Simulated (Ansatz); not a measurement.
**HfCdS3 (model cell, started as cubic perovskite with Hf in the octahedra): the cell at rest**

Task: relax HfCdS3 (model cell, started as cubic perovskite with Hf in the octahedra) tightly.

Method: DFT PBEsol, scalar-relativistic, plane waves, PAW; PAW set soft_1, in Ansatz 0.2.0.

Most raw output is cut from this account.

The structure was built from a prototype and need not be the compound's stable phase.

### 1. The starting structure

It takes space group Pm-3m (No. 221, cubic). The conventional cell has a = 4.998 Å, b = 4.998 Å, c = 4.998 Å, α = 90.00°, β = 90.00°, γ = 90.00°. Nearest to Cd lie 12 S at 3.53 Å. Nearest to Hf lie 6 S at 2.50 Å. Nearest to S lie 2 Hf at 2.50 Å. Farther neighbours and most contacts between anions are not listed.

### 2. Probe on a coarse mesh

A quick single point on a coarse mesh tells whether the cell has a gap and how far it is from rest, which sets the k mesh and smearing that follow.

Contents of input.yaml:

```yaml
crystal:
  lattice:
    - [4.998, 0.0, 0.0]
    - [0.0, 4.998, 0.0]
    - [0.0, 0.0, 4.998]
  atoms:
    - { symbol: Cd, position: [0.0, 0.0, 0.0] }
    - { symbol: Hf, position: [0.5, 0.5, 0.5] }
    - { symbol: S, position: [0.5, 0.5, 0.0] }
    - { symbol: S, position: [0.5, 0.0, 0.5] }
    - { symbol: S, position: [0.0, 0.5, 0.5] }
kpoints:
  mp_grid: { grid: [4, 4, 4] }
hamiltonian:
  xc: pbesol
  pseudopotentials: { kind: paw, azcp: { folder: soft_1 }, xc_functional: pbe }
scf:
  occupations: { method: gaussian, width: 0.1 }
output:
  forces: true
  stress: true
  eigenvalues: true
```

Launch:

```
$ ansatz run input.yaml --threads 4 --pin off --max-ram 16384MiB --backend cpu --events-out ev --progress --plain --runs-dir out
```

Elapsed: 1.1 s, on 4 threads of Arm Neoverse V2, shared host; peak memory 0.43 GiB.

This step gave:

| Property | Result |
| --- | --- |
| pressure | -4.681 GPa |
| volume per atom | 24.97 Å³ |
| gap on the k-mesh | 0 eV |

The coarse mesh shows no gap and a pressure of -4.7 GPa.

### 3. Relaxation

Harmonic phonons are second derivatives at a point where the forces vanish, and they are wanted at zero stress, so atoms and cell are relaxed first.

Changes to input.yaml since step 2:

```diff
@@ -12,3 +12,3 @@
 kpoints:
-  mp_grid: { grid: [4, 4, 4] }
+  mp_grid: { grid: [8, 8, 8] }
 hamiltonian:
@@ -22 +22,10 @@
   eigenvalues: true
+  write_density: true
+  write_potential: true
+  elf: true
+  volumetric_format: npy
+relax:
+  adjacent_minimum: "off"
+  f_tol: 0.005
+  max_steps: 80
+  cell: { stress_tol: 0.05 }
```

Wall time 13 s (4 threads); peak memory 0.55 GiB.

Relaxation path:

```csv
step,energy less that of the first step (eV),largest force component (eV/Å),pressure (GPa),volume (Å³)
1,0.0000,0.0000,-4.71,124.85
2,-0.1256,0.0000,1.24,114.75
3,-0.1318,0.0000,-0.14,116.71
4,-0.1320,0.0000,0.00,116.51
5*,-0.1304,0.0000,-0.01,116.51
```

Relaxation steps marked * repeat the geometry before them on a plane-wave basis chosen anew for their cell, so energy and pressure can jump there.

The run keeps the 48 symmetry operations that it works with, so distortions that break them were not tested.

| conventional cell, symmetrised | before | after | change |
| --- | --- | --- | --- |
| a (Å) | 4.998 | 4.884 | -2.3 % |
| b (Å) | 4.998 | 4.884 | -2.3 % |
| c (Å) | 4.998 | 4.884 | -2.3 % |
| volume (Å³/atom) | 24.97 | 23.30 | -6.7 % |

Final coordinates:

```xyz
5
Lattice="4.8841 0.0000 0.0000 0.0000 4.8841 0.0000 0.0000 0.0000 4.8841" Properties=species:S:1:pos:R:3 pbc="T T T"
Cd    0.0000    0.0000    0.0000
Hf    2.4421    2.4421    2.4421
S     2.4421    2.4421    0.0000
S     2.4421    0.0000    2.4421
S     0.0000    2.4421    2.4421
```

Numbers from this step:

| Property | Result |
| --- | --- |
| pressure | -0.005744 GPa |
| volume per atom | 23.30 Å³ |

Electrostatic potential energy in the ac plane at fractional y = 0.500, with atoms of Hf and S within 0.2 Å of it. With pseudopotentials it is smooth inside the atoms' cores, unlike the true potential.

Ten even steps from '0' (-33 eV) to '9' (13 eV), each cell a mean:
```
99998200059999
99999632489999
99999877789999
88998765689998
24787422258863
00575223137720
10475134236610
02686212147740
57888643578986
99999877789999
99999865689999
99998400169999
99997101048999
```
Columns run along a (4.9 Å; values clipped at the 3rd and 97th percentile), rows up along c (4.9 Å). Atoms in or near the plane, at fractional coordinates: Hf at (0.50, 0.50), S at (0.50, 0.00), S at (0.00, 0.50).

ELF in the ac plane at fractional y = 0.500, with atoms of Hf and S within 0.2 Å of it. It is the smooth field of the valence electrons, not physical close to the nuclei.

Ten even steps from '0' (0.02) to '9' (0.85), each cell a mean:
```
00169942698300
10038999996200
54214677752124
98621133211479
89951478622799
27962799953894
05963899963892
58952699842897
99841245311699
76412344431257
21126999984112
00159976897300
00269810498400
```
Columns run along a (4.9 Å), rows up along c (4.9 Å). Atoms in or near the plane, at fractional coordinates: Hf at (0.50, 0.50), S at (0.50, 0.00), S at (0.00, 0.50).

Valence density in the ac plane at fractional y = 0.500, with atoms of Hf and S within 0.2 Å of it. It is the smooth field of the valence electrons, not physical close to the nuclei.

Values in e/Å³, 13 rows by 14 columns, each cell a mean:
```
 0  0  0  0  0  1  1  1  1  1  0  0  0  0
 0  0  0  0  0  1  1  1  1  1  0  0  0  0
 0  0  0  0  0  0  1  1  1  0  0  0  0  0
 0  0  0  0  0  0  1  1  0  0  0  0  0  0
 1  1  1  0  0  1  4  5  2  1  0  0  1  1
 1  1  1  1  1  4 21 29 12  2  0  1  1  1
 0  1  1  1  1  6 29 41 17  2  1  1  1  1
 1  1  1  0  0  2 10 14  6  1  0  1  1  1
 1  1  0  0  0  1  1  2  1  0  0  0  0  1
 0  0  0  0  0  0  0  1  0  0  0  0  0  0
 0  0  0  0  0  1  1  1  1  0  0  0  0  0
 0  0  0  0  0  1  1  1  1  1  0  0  0  0
 0  0  0  0  1  1  1  0  1  1  0  0  0  0
```
Columns run along a (4.9 Å), rows up along c (4.9 Å). Atoms in or near the plane, at fractional coordinates: Hf at (0.50, 0.50), S at (0.50, 0.00), S at (0.00, 0.50).

In this step the volume went from 24.97 to 23.30 Å³/atom.

### 4. Tight relaxation

Phonons need a cell at rest on their own settings, so the relaxation is repeated with tight tolerances on forces and stress, using the mesh and the filling of the phonon run that follows.

input.yaml, the sections that differ from step 3:

```yaml
crystal:
  lattice:
    - [4.8841001218, 0.0, 0.0]
    - [0.0, 4.8841001218, 0.0]
    - [0.0, 0.0, 4.8841001218]
  atoms:
    - { symbol: Cd, position: [0.0, 0.0, 0.0] }
    - { symbol: Hf, position: [0.5, 0.5, 0.5] }
    - { symbol: S, position: [0.5, 0.5, 0.0] }
    - { symbol: S, position: [0.5, 0.0, 0.5] }
    - { symbol: S, position: [0.0, 0.5, 0.5] }
scf:
  occupations: { method: methfessel_paxton, width: 0.2 }
output:
  forces: true
  stress: true
  eigenvalues: true
relax:
  adjacent_minimum: "off"
  f_tol: 0.001
  max_steps: 60
  cell: { stress_tol: 0.01 }
# kpoints, hamiltonian: as in step 3
```

The job ended after 7.3 s (4 threads; peak memory 0.52 GiB; 28 s of CPU time).

Little changed from the start: no atom moved by 0.005 Å and no cell edge by 0.1 %.

This step gave:

| Item | Value |
| --- | --- |
| pressure | 0.002640 GPa |

The forces vanish by symmetry and the pressure is 0.003 GPa, within the tolerances set. The cell now holds 23.30 Å³/atom.

### 5. What came out

```json
{
 "space group after relaxation (within 0.01 Å)": "Pm-3m",
 "lattice constant a": "4.884 Å",
 "lattice constant b": "4.884 Å",
 "lattice constant c": "4.884 Å",
 "volume per atom": "23.3 Å³"
}
```

In words: The forces vanish by symmetry and the pressure is 0.003 GPa, within the tolerances set. The cell now holds 23.30 Å³/atom. The relaxation keeps the symmetry of its start, so it says nothing on stability against lower symmetry. Spin-orbit coupling is left out, which can matter for the heavy elements here. The PAW files were made for PBE and serve the other functionals too. The starting cell was built on a prototype and not taken from a measurement, so the phase need not exist.

[Logs are printed without paths, hosts, clocks, repeated set-up lines and the standing remarks that a program may print on its own settings, such as how far it seeks lower states.]

[Hosts, paths, dates, database ids (printed as entryN), source tags and the programs' standing remarks are cut or masked in the printed files.]
